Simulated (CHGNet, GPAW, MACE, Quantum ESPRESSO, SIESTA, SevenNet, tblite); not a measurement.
**GPAW runs on (16,0) blue phosphorene nanotube (64 atoms)**

Wanted: GPAW inputs and outputs for (16,0) blue phosphorene nanotube (64 atoms), checked against a plane-wave reference.

Main program and level: GPAW 26.7.0; the method is named at each step.

### 1. The structure

The cell holds 64 atoms: 64 P. Its edges and angles: a = 26.945 Å, b = 26.945 Å, c = 5.681 Å, α = 90.0°, β = 90.0°, γ = 90.0°. It derives from P (blue phosphorene). Blue phosphorene sheet (a = 3.28 Å) rolled into a (16,0) tube of diameter 16.70 Å, 1 period, 9 Å of vacuum; not relaxed, displaced by a Gaussian of 0.02 Å. Then every atom was moved at random, 0.03 Å r.m.s. a Cartesian component. Vacuum lies along a and b. The structure's axis is c.

The yardstick, on the same geometry:

- method: Kohn-Sham DFT, PBE, SSSP efficiency 1.3.0 pseudopotentials, plane waves (Quantum ESPRESSO 7.5); sssp-pbe-1.3.0-efficiency, cutoffs 45/360 Ry, Γ point
- r.m.s. force component: 0.7003 eV/Å
- longest force: 2.63 eV/Å
- gap (highest filled to lowest empty level): 1.726 eV
- time: 3.7 min on 8 MPI ranks of Arm Neoverse V2, shared host
- CPU time: 30 min

### 2. PBE, LCAO dzp, h 0.2 Å

Method: Kohn-Sham DFT, PBE, PAW, atomic orbitals (dzp).

File run.py:

```python
import numpy as np
from ase.io import read
from gpaw import GPAW, FermiDirac

atoms = read("structure.xyz")
atoms.calc = GPAW(
    mode="lcao",
    basis="dzp",
    h=0.2,
    xc="PBE",
    kpts={"size": (1, 1, 1), "gamma": True},
    occupations=FermiDirac(0.05),
    maxiter=200,
    symmetry={"point_group": False},
    txt="gpaw.txt",
)
energy = atoms.get_potential_energy(force_consistent=True)
forces = atoms.get_forces()
print(f"energy {energy:.6f} eV")
print("forces (eV/A)")
for i, (a, f) in enumerate(zip(atoms, forces)):
    print(f"{i:4d} {a.symbol:2s} {f[0]:10.5f} {f[1]:10.5f} {f[2]:10.5f}")
print(f"Fermi level {atoms.calc.get_fermi_level():.4f} eV")
for k in range(len(atoms.calc.get_ibz_k_points())):
    for s in range(atoms.calc.get_number_of_spins()):
        e = atoms.calc.get_eigenvalues(kpt=k, spin=s)
        n = np.searchsorted(e, atoms.calc.get_fermi_level())
        print(f"k {k} spin {s} levels about the Fermi level:", np.round(e[max(n - 6, 0):n], 4).tolist(), "|", np.round(e[n:n + 6], 4).tolist())
```

File structure.xyz:

```xyz
64
Lattice="26.94490 0.00000 0.00000 0.00000 26.94490 0.00000 0.00000 0.00000 5.68113" Properties=species:S:1:pos:R:3 pbc="T T T"
P 22.43190 13.43985 1.90284
P 21.04127 14.98514 0.90398
P 21.80004 16.85889 1.90488
P 19.92629 17.78417 0.94858
P 22.25999 15.15085 4.78357
P 20.57863 16.42103 3.80283
P 19.76328 19.76813 1.80438
P 17.77016 19.95189 0.93773
P 20.93592 18.46076 4.69528
P 18.92852 18.90481 3.80636
P 16.91143 21.77283 1.91909
P 15.04738 21.06525 1.08277
P 18.44594 20.91248 4.73034
P 16.49594 20.57593 3.78858
P 13.43311 22.42597 1.79927
P 11.89725 21.08762 0.95545
P 15.21201 22.24301 4.75391
P 13.49131 21.16872 3.78534
P 10.09625 21.72136 1.86619
P 9.18444 19.93950 0.98744
P 11.73019 22.27589 4.69239
P 10.46782 20.54037 3.71239
P 7.12073 19.84195 1.88159
P 7.10780 17.74429 0.93205
P 8.50408 20.94265 4.71034
P 7.97515 18.88784 3.74182
P 5.20064 16.92759 1.87267
P 5.87534 14.97624 0.98312
P 6.10976 18.51357 4.76743
P 6.33663 16.34801 3.80227
P 4.48525 13.41236 1.88568
P 5.90066 11.98132 0.95471
P 4.70054 15.23060 4.75403
P 5.72013 13.52742 3.72705
P 5.14675 10.01650 1.88545
P 7.06387 9.23887 0.97420
P 4.63614 11.73343 4.79362
P 6.35738 10.53869 3.78142
P 7.10537 7.12908 1.90341
P 9.14564 6.96310 0.96795
P 6.01626 8.50300 4.70568
P 7.95467 8.02150 3.82601
P 10.09033 5.18043 1.88545
P 12.03144 5.91090 0.98039
P 8.51621 6.07446 4.75806
P 10.55513 6.34040 3.78289
P 13.52230 4.52728 1.88369
P 14.98972 5.83330 0.92892
P 11.69597 4.66443 4.73397
P 13.53254 5.76836 3.80806
P 16.80958 5.16776 1.87881
P 17.77717 7.03720 0.98295
P 15.25081 4.60084 4.74732
P 16.38870 6.36546 3.78323
P 19.79453 7.11803 1.82734
P 19.90393 9.16665 0.90222
[... 4 atom lines left out ...]
P 20.96556 8.51028 4.76840
P 20.60180 10.50366 3.75080
P 22.24625 11.71160 4.75369
P 21.22989 13.47137 3.75011
```

Launch:

```
$ OMP_NUM_THREADS=1 python run.py > output.txt
```

What it wrote:

```text
energy -326.362516 eV
forces (eV/A)
   0 P     0.98136    0.48331   -0.03791
   1 P    -0.52718   -0.44784    0.45113
   2 P     0.08087    0.49397    0.53709
   3 P    -0.03165   -1.24054   -1.20299
   4 P     0.87447    0.88885   -0.35441
   5 P     0.29494   -0.41240   -0.56624
   6 P     1.19792    1.43297    1.97720
   7 P    -1.01166   -0.89794   -0.93882
   8 P     0.78668    0.20285    0.76164
   9 P    -0.36763   -0.12112   -0.97509
  10 P     1.14032    1.37943    1.13233
  11 P    -1.18362   -0.99351   -2.02315
  12 P     1.13900    0.91086    0.52178
  13 P    -1.07982    0.02812   -0.58339
  14 P     0.34085    1.13300    1.83030
  15 P     1.52044   -1.40473   -1.90058
  16 P     0.56204    0.08241    0.76440
  17 P    -0.35260    0.04596   -0.78352
  18 P    -1.64161    2.14844    1.48980
  19 P    -0.16065   -1.01880   -1.46000
  20 P    -0.42499   -0.10548    0.40674
  21 P     1.03884    0.17957    0.21056
  22 P    -0.44139    0.21854    0.49907
  23 P     0.21996   -0.00249   -0.12394
[...]
56 P    -0.88252    0.26234    0.70928
  57 P     0.00769   -0.08528   -0.80309
  58 P     0.30516    0.06039   -0.38407
  59 P    -0.34138   -0.80126   -0.18797
  60 P     0.61608   -0.44368   -0.16608
  61 P    -0.31583    0.23083    0.20173
  62 P     0.50480   -0.13463    0.25938
  63 P    -0.80354   -0.28625   -0.04707
Fermi level -1.4185 eV
k 0 spin 0 levels about the Fermi level: [-2.6263, -2.56, -2.5368, -2.4906, -2.4441, -2.3459] | [-0.4771, -0.4236, -0.3887, -0.3341, -0.3261, -0.2251]
```

gpaw.txt:

```text
Input parameters:
  mode=LCAO(),
  basis={'default': 'dzp'},
  h=0.2,
  kpts=MonkhorstPack(size=(1, 1, 1), gamma=True),
  maxiter=200,
  occupations=Occupations(name='fermi-dirac', width=0.05, fixmagmom=False),
  symmetry=Symmetry(point_group=False),
  xc=XC(name='PBE')
Unit cell  # Å
| periodic |         x |         y |        z |   lengths |    angles |
|----------|-----------|-----------|----------|-----------|-----------|
|      yes | 26.944900 |  0.000000 | 0.000000 | 26.944900 | 90.000000 |
|      yes |  0.000000 | 26.944900 | 0.000000 | 26.944900 | 90.000000 |
|      yes |  0.000000 |  0.000000 | 5.681130 |  5.681130 | 90.000000 |
Number of symmetries: 1
Symmetry operations  # r_c * U_cc + t_c -> r_c
|   | kind |            matrix            |
|---|------|------------------------------|
| 0 |  E   |  1, 0, 0,  0, 1, 0,  0, 0, 1 |
BZ-sampling:
  Number of BZ points: 1
  Number of IBZ points: 1
  Monkhorst-Pack size: [1, 1, 1]
  Monkhorst-Pack shift: [0, 0, 0]
[... lines left out ...]
eigensolver:
density mixing:
  MSR1-Mixer
occupation numbers:
  Fermi-Dirac:
    width: 0.0500  # eV
FastPoissonSolver using
    Stencil: 6*3+1=19 point O(h^6) finite-difference Laplacian
xc functional:
  name: PBE with 2 nearest neighbor stencil
interpolation: tri-quintic # 5. degree polynomial
Initialization done in: 9.479 s
convergence criteria:
- Maximum [total energy] change in last 3 cyles: 0.0005 eV / valence electron
- Maximum integral of absolute [dens]ity change: 0.0001 electrons / valence electron
- Maximum integral of absolute [eigenst]ate change: 4e-08 eV^2 / valence electron
maximum number of iterations: 200
SCF iterations
|iter     |      energy | eigst |  dens |
|---------|-------------|-------|-------|
|iter:   1| -328.947512 |      c|       |
|iter:   2| -328.573559 |      c| -1.03 |
|iter:   3| -326.448344 |      c| -1.05 |
|iter:   4| -326.561767 |      c| -1.67 |
|iter:   5| -326.381375 |      c| -2.05 |
|iter:   6| -326.368825 |      c| -2.42 |
|iter:   7| -326.362747c|      c| -2.71 |
|iter:   8| -326.362657c|      c| -3.25 |
|iter:   9| -326.362524c|      c| -3.47 |
|iter:  10| -326.362516c|      c| -4.11c|
Converged in 10 steps
SCF loop duration: 44.502 s (4.450 s/step)
Energy contributions relative to reference atoms: (reference = -595386.474156)
Energy contributions:
  Kinetic:         434.068668
  Coulomb:        -415.435803
  Zero:             -1.420639
  External:          0.000000
  Xc:             -343.574742
  Entropy:          -0.000000
  Spinorbit:         0.000000
  ----------------------------
  Free energy:    -326.362516
  Extrapolated:   -326.362516
dipole moment: (-0.055379, -0.059679, 2.430488)  # |e|*Ang
Fermi level: -1.419
Eigenvalues  # (at kpt = [0.000, 0.000, 0.000])
| band index |      eig [eV] | occ [0-2] |
|------------|---------------|-----------|
|          0 |       -17.055 |     2.000 |
|        ... |               |           |
|        152 |        -2.713 |     2.000 |
|        153 |        -2.677 |     2.000 |
[...]
|        167 |        -0.055 |     0.000 |
|        ... |               |           |
|        195 |         1.238 |     0.000 |
Gap: 1.869 eV
Transition (v -> c):
  (s=0, k=0, n=159, [0.00, 0.00, 0.00]) -> (s=0, k=0, n=160, [0.00, 0.00, 0.00])
No difference between direct/indirect transitions
Force computation time: 6.370  # s
timing:  # [seconds]
  Total:  60.371  # ━━━━━━━━━━━━━━━━━━━━━━━━━━━━━━━━━━━━━━━━━━━━━━━━━━━━━━━━━
  Init:    9.478  # ━━━━━━━━━
  SCF:    44.502  # ━━━━━━━━━━━━━━━━━━━━━━━━━━━━━━━━━━━━━━━━━━
  Forces:  6.370  # ━━━━━━
```

Run time: 62 s. Hardware: 1 thread of Arm Neoverse V2, shared host; peak memory 1.9 GiB.

Banners, paths, timers and routine set-up lines are dropped from the logs unmarked, and long logs keep their key lines alone; longer cuts are marked.

Numbers from this run, and their distance from the reference:

```
r.m.s. force component                           : 0.794 eV/Å
r.m.s. difference of force components            : 218.5 meV/Å
longest difference of force vectors              : 522 meV/Å
force difference over r.m.s. force               : 31.2 %
slope of forces against the reference's          : 1.094
correlation of force components                  : 0.9649
gap (highest filled to lowest empty level) : 1.869 eV
gap difference                                   : 0.1433 eV
```

This run lies far from the reference in forces at the same functional.

Levels nearest the highest filled one (eV from it): -0.28, -0.21, -0.19, -0.14, -0.10, 0.00, 1.87, 1.92, 1.96, 2.01, 2.02, 2.12.

A closer look about P43, picked at random: 10 atoms, nearest first, numbered in the order of the input, with positions taken from that point.

| atom | x | y | z | distance (Å) | bonds | Fx | Fy | Fz (eV/Å) |
| --- | --- | --- | --- | --- | --- | --- | --- | --- |
| P43 | 0.00 | 0.00 | 0.00 | 0.00 | 3 | -0.22 | -1.00 | 0.88 |
| P40 | -0.94 | 1.78 | -0.92 | 2.22 | 3 | 0.57 | 1.32 | -0.13 |
| P44 | 1.94 | 0.73 | -0.91 | 2.26 | 3 | -0.45 | 0.34 | -1.13 |
| P46 | 0.46 | 1.16 | 1.90 | 2.27 | 3 | -0.18 | 0.51 | -0.49 |
| P49 | 1.61 | -0.52 | -2.83 | 3.30 | 3 | 0.56 | -0.10 | 0.67 |
| P49 | 1.61 | -0.52 | 2.85 | 3.31 | 3 | 0.56 | -0.10 | 0.67 |
| P45 | -1.57 | 0.89 | -2.81 | 3.34 | 3 | -0.64 | -1.40 | -0.06 |
| P45 | -1.57 | 0.89 | 2.87 | 3.40 | 3 | -0.64 | -1.40 | -0.06 |
| P47 | 3.43 | -0.65 | 0.00 | 3.49 | 3 | -0.47 | -1.14 | 1.27 |
| P39 | -2.98 | 1.95 | 0.02 | 3.56 | 3 | -0.43 | -0.26 | 0.60 |

Atoms are counted from 1 here, from 0 in the log.

Forces lie 31 % from the reference's, at 0.035 times its CPU time (on 1 against 8 cores).

### 3. PBE, LCAO dzp, h 0.15 Å

Method: Kohn-Sham DFT, PBE, PAW, atomic orbitals (dzp).

run.py, as its differences from that of step 2:

```diff
@@ -8,3 +8,3 @@
     basis="dzp",
-    h=0.2,
+    h=0.15,
     xc="PBE",
```

structure.xyz is that of step 2.

What it wrote:

```text
energy -326.803639 eV
forces (eV/A)
   0 P     0.98059    0.47959   -0.04118
   1 P    -0.53394   -0.45095    0.45615
   2 P     0.07960    0.48601    0.54117
   3 P    -0.03380   -1.23734   -1.20744
   4 P     0.88314    0.88885   -0.35601
   5 P     0.29671   -0.40816   -0.56619
   6 P     1.19986    1.43275    1.96928
   7 P    -1.00364   -0.89602   -0.93007
   8 P     0.79299    0.20491    0.76068
   9 P    -0.36168   -0.12712   -0.96770
  10 P     1.14757    1.37799    1.13209
  11 P    -1.17775   -0.99717   -2.02690
  12 P     1.14347    0.91241    0.52791
  13 P    -1.08542    0.02323   -0.58288
  14 P     0.33731    1.13600    1.82606
  15 P     1.52706   -1.40664   -1.89669
  16 P     0.55846    0.07861    0.76398
  17 P    -0.35266    0.04996   -0.78718
  18 P    -1.63692    2.14858    1.49053
  19 P    -0.15922   -1.01818   -1.45833
  20 P    -0.42525   -0.10401    0.41108
  21 P     1.04009    0.18259    0.21123
  22 P    -0.44598    0.21217    0.50032
  23 P     0.22115   -0.00503   -0.12576
[...]
56 P    -0.87666    0.26157    0.70615
  57 P     0.01096   -0.09093   -0.80117
  58 P     0.30578    0.06124   -0.38608
  59 P    -0.34395   -0.80082   -0.18398
  60 P     0.62302   -0.45000   -0.16525
  61 P    -0.31566    0.22907    0.20427
  62 P     0.50195   -0.13116    0.26475
  63 P    -0.81710   -0.28583   -0.05069
Fermi level -1.4186 eV
k 0 spin 0 levels about the Fermi level: [-2.6263, -2.56, -2.5368, -2.4906, -2.444, -2.346] | [-0.4772, -0.4237, -0.3888, -0.3342, -0.3262, -0.2252]
```

gpaw.txt:

```text
Input parameters:
  mode=LCAO(),
  basis={'default': 'dzp'},
  h=0.15,
  kpts=MonkhorstPack(size=(1, 1, 1), gamma=True),
  maxiter=200,
  occupations=Occupations(name='fermi-dirac', width=0.05, fixmagmom=False),
  symmetry=Symmetry(point_group=False),
  xc=XC(name='PBE')
Unit cell  # Å
| periodic |         x |         y |        z |   lengths |    angles |
[... lines left out ...]
  Fermi-Dirac:
[... lines left out ...]
convergence criteria:
- Maximum [total energy] change in last 3 cyles: 0.0005 eV / valence electron
[... lines left out ...]
Converged in 10 steps
[... lines left out ...]
  Free energy:    -326.803639
  Extrapolated:   -326.803639
dipole moment: (-0.055406, -0.059865, 2.428116)  # |e|*Ang
Fermi level: -1.419
Eigenvalues  # (at kpt = [0.000, 0.000, 0.000])
| band index |      eig [eV] | occ [0-2] |
|------------|---------------|-----------|
|          0 |       -17.055 |     2.000 |
|        ... |               |           |
|        152 |        -2.713 |     2.000 |
|        153 |        -2.677 |     2.000 |
[...]
|        167 |        -0.055 |     0.000 |
|        ... |               |           |
|        195 |         1.237 |     0.000 |
Gap: 1.869 eV
Transition (v -> c):
  (s=0, k=0, n=159, [0.00, 0.00, 0.00]) -> (s=0, k=0, n=160, [0.00, 0.00, 0.00])
No difference between direct/indirect transitions
Force computation time: 12.537  # s
timing:  # [seconds]
  Total:  112.213  # ━━━━━━━━━━━━━━━━━━━━━━━━━━━━━━━━━━━━━━━━━━━━━━━━━━━━━━━━
  Init:    17.447  # ━━━━━━━━╸
  SCF:     82.207  # ━━━━━━━━━━━━━━━━━━━━━━━━━━━━━━━━━━━━━━━━━
  Forces:  12.537  # ━━━━━━╸
```

The job ended after 1.9 min (1 thread; peak memory 4 GiB).

Compared with the plane-wave run:

```yaml
r_m_s_force_component: 0.7941 eV/Å
r_m_s_difference_of_force_components: 219.2 meV/Å
longest_difference_of_force_vectors: 520.1 meV/Å
force_difference_over_r_m_s_force: 31.29 %
slope_of_forces_against_the_reference_s: 1.094
correlation_of_force_components: 0.9647
spacing_of_highest_filled_and_lowest_empty_level: 1.869 eV
gap_difference: 0.1433 eV
energy_less_the_same_level_run_s: -6.893 meV/atom
r_m_s_force_difference_from_the_same_level_run: 4.187 meV/Å
```

This run lies far from the reference in forces at the same functional.

Against the first run (31 %), the force difference from the reference is 31 %, at 1.8 times the CPU time: the change moves forces by 4.2 meV/Å r.m.s., so most of the difference comes from elsewhere.

### 4. PBE, LCAO szp(dzp), h 0.2 Å

Method: Kohn-Sham DFT, PBE, PAW, atomic orbitals (szp(dzp)).

run.py, as its differences from that of step 3:

```diff
@@ -7,4 +7,4 @@
     mode="lcao",
-    basis="dzp",
-    h=0.15,
+    basis="szp(dzp)",
+    h=0.2,
     xc="PBE",
```

structure.xyz is that of step 3.

What it wrote:

```text
energy -310.514098 eV
forces (eV/A)
   0 P     2.15456    0.54361   -0.06024
   1 P    -1.57153   -0.69529    0.49799
   2 P     1.04361    0.89968    0.63962
   3 P    -0.78174   -1.96367   -1.33778
   4 P     2.00745    1.18055   -0.37095
   5 P    -0.54137   -0.84362   -0.63185
   6 P     2.05504    2.32183    2.22319
   7 P    -1.73443   -1.78767   -1.02991
   8 P     1.75291    0.83076    0.85118
   9 P    -1.08588   -0.80071   -1.11655
  10 P     1.70268    2.52369    1.28324
  11 P    -1.43465   -2.03657   -2.18759
  12 P     1.89462    1.91463    0.58186
  13 P    -1.60678   -0.88100   -0.67043
  14 P     0.33705    2.26024    1.99255
  15 P     1.83607   -2.54206   -2.12052
  16 P     0.82840    1.05293    0.90621
  17 P    -0.37366   -0.90572   -0.97170
  18 P    -2.20899    3.42782    1.66869
  19 P     0.32977   -1.94248   -1.59905
  20 P    -0.71937    0.86085    0.41844
  21 P     1.54599   -0.72444    0.21764
  22 P    -1.25071    0.95025    0.53680
  23 P     1.07796   -0.56108   -0.12418
[...]
56 P    -0.46830   -0.54150    0.81214
  57 P    -0.65558    0.59620   -0.89921
  58 P     1.28467   -0.29587   -0.44122
  59 P    -1.34835   -0.72751   -0.20931
  60 P     1.60138   -1.05924   -0.16327
  61 P    -1.28903    0.63984    0.18915
  62 P     1.56215   -0.36777    0.31812
  63 P    -1.89329   -0.32359   -0.08546
Fermi level -1.3469 eV
k 0 spin 0 levels about the Fermi level: [-2.5566, -2.5315, -2.5007, -2.441, -2.3834, -2.2626] | [-0.4333, -0.2809, -0.2518, -0.1737, -0.1417, -0.0657]
```

gpaw.txt:

```text
Input parameters:
  mode=LCAO(),
  basis={'default': 'szp(dzp)'},
  h=0.2,
  kpts=MonkhorstPack(size=(1, 1, 1), gamma=True),
  maxiter=200,
  occupations=Occupations(name='fermi-dirac', width=0.05, fixmagmom=False),
  symmetry=Symmetry(point_group=False),
  xc=XC(name='PBE')
Unit cell  # Å
| periodic |         x |         y |        z |   lengths |    angles |
[... lines left out ...]
  Fermi-Dirac:
[... lines left out ...]
convergence criteria:
- Maximum [total energy] change in last 3 cyles: 0.0005 eV / valence electron
[... lines left out ...]
Converged in 10 steps
[... lines left out ...]
  Free energy:    -310.514098
  Extrapolated:   -310.514098
dipole moment: (-0.056840, -0.072324, 2.510398)  # |e|*Ang
Fermi level: -1.347
Eigenvalues  # (at kpt = [0.000, 0.000, 0.000])
| band index |      eig [eV] | occ [0-2] |
|------------|---------------|-----------|
|          0 |       -17.270 |     2.000 |
|        ... |               |           |
|        152 |        -2.641 |     2.000 |
|        153 |        -2.617 |     2.000 |
[...]
|        167 |         0.050 |     0.000 |
|        ... |               |           |
|        195 |         1.234 |     0.000 |
Gap: 1.829 eV
Transition (v -> c):
  (s=0, k=0, n=159, [0.00, 0.00, 0.00]) -> (s=0, k=0, n=160, [0.00, 0.00, 0.00])
No difference between direct/indirect transitions
Force computation time: 5.097  # s
timing:  # [seconds]
  Total:  50.973  # ━━━━━━━━━━━━━━━━━━━━━━━━━━━━━━━━━━━━━━━━━━━━━━━━━━━━━━━━━
  Init:    9.040  # ━━━━━━━━━━
  SCF:    36.816  # ━━━━━━━━━━━━━━━━━━━━━━━━━━━━━━━━━━━━━━━━━
  Forces:  5.097  # ━━━━━╸
```

Run time: 52 s. Hardware: 1 thread; peak memory 1.8 GiB.

Compared with the plane-wave run:

| Quantity | Value |
| --- | --- |
| r.m.s. force component | 1.247 eV/Å |
| r.m.s. difference of force components | 842.7 meV/Å |
| longest difference of force vectors | 1932 meV/Å |
| force difference over r.m.s. force | 120.3 % |
| slope of forces against the reference's | 1.361 |
| correlation of force components | 0.7646 |
| gap (highest filled to lowest empty level) | 1.829 eV |
| gap difference | 0.1038 eV |

This is a coarse setting, run to see what it loses.

Against the first run (31 %), the force difference from the reference is 120 %, at 0.85 times the CPU time, with 576 basis functions against 832: the smaller basis costs accuracy.

[end of part 1 of 2]

[Also dropped from logs without a mark: logging warnings of Python, and SIESTA's first energy breakdown and zero terms.]

[Logs are printed without paths, hosts, clocks, repeated set-up lines and the standing remarks that a program may print on its own settings, such as how far it seeks lower states.]

[Hosts, paths, dates, database ids (printed as entryN), source tags and the programs' standing remarks are cut or masked in the printed files.]
